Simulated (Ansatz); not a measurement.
# Direct or indirect: CdS (P6_3mc)

```
Cd S
1.0
     4.15000    0.00000    0.00000
    -2.07500    3.59401    0.00000
     0.00000    0.00000    6.73700
Cd S
2 2
Direct
  0.66667 0.33333 0.50000
  0.33333 0.66667 0.00000
  0.66667 0.33333 0.87500
  0.33333 0.66667 0.37500
```

Method: Ansatz, PBE, independent particles, without spin-orbit coupling, line width 0.1 eV (Gaussian). The band structure gives a fundamental gap of 1.20 eV. The spectrum of vertical transitions near the edge:

```json
{"E (eV)": "0.72", "Im ε, E ∥ xy": "0.00", "Im ε, E ∥ z": "0.00"}
{"E (eV)": "0.84", "Im ε, E ∥ xy": "0.00", "Im ε, E ∥ z": "0.00"}
{"E (eV)": "0.96", "Im ε, E ∥ xy": "0.00", "Im ε, E ∥ z": "0.00"}
{"E (eV)": "1.08", "Im ε, E ∥ xy": "0.02", "Im ε, E ∥ z": "0.01"}
{"E (eV)": "1.20", "Im ε, E ∥ xy": "0.28", "Im ε, E ∥ z": "0.15"}
{"E (eV)": "1.32", "Im ε, E ∥ xy": "0.77", "Im ε, E ∥ z": "0.64"}
{"E (eV)": "1.44", "Im ε, E ∥ xy": "1.05", "Im ε, E ∥ z": "1.03"}
{"E (eV)": "1.56", "Im ε, E ∥ xy": "1.20", "Im ε, E ∥ z": "1.23"}
{"E (eV)": "1.68", "Im ε, E ∥ xy": "1.30", "Im ε, E ∥ z": "1.36"}
{"E (eV)": "1.80", "Im ε, E ∥ xy": "1.37", "Im ε, E ∥ z": "1.45"}
{"E (eV)": "1.92", "Im ε, E ∥ xy": "1.43", "Im ε, E ∥ z": "1.52"}
{"E (eV)": "2.04", "Im ε, E ∥ xy": "1.47", "Im ε, E ∥ z": "1.58"}
{"E (eV)": "2.16", "Im ε, E ∥ xy": "1.51", "Im ε, E ∥ z": "1.64"}
{"E (eV)": "2.28", "Im ε, E ∥ xy": "1.55", "Im ε, E ∥ z": "1.69"}
{"E (eV)": "2.40", "Im ε, E ∥ xy": "1.59", "Im ε, E ∥ z": "1.74"}
{"E (eV)": "2.52", "Im ε, E ∥ xy": "1.63", "Im ε, E ∥ z": "1.79"}
```

Task: Is the gap direct or indirect, and about where do vertical transitions set in?

Result: Direct: the band path has its least direct gap at the fundamental one, 1.20 eV, and the curves rise from there. Lines are broadened by 0.1 eV, which spreads the edge.

[Logs are printed without paths, hosts, clocks, repeated set-up lines and the standing remarks that a program may print on its own settings, such as how far it seeks lower states.]
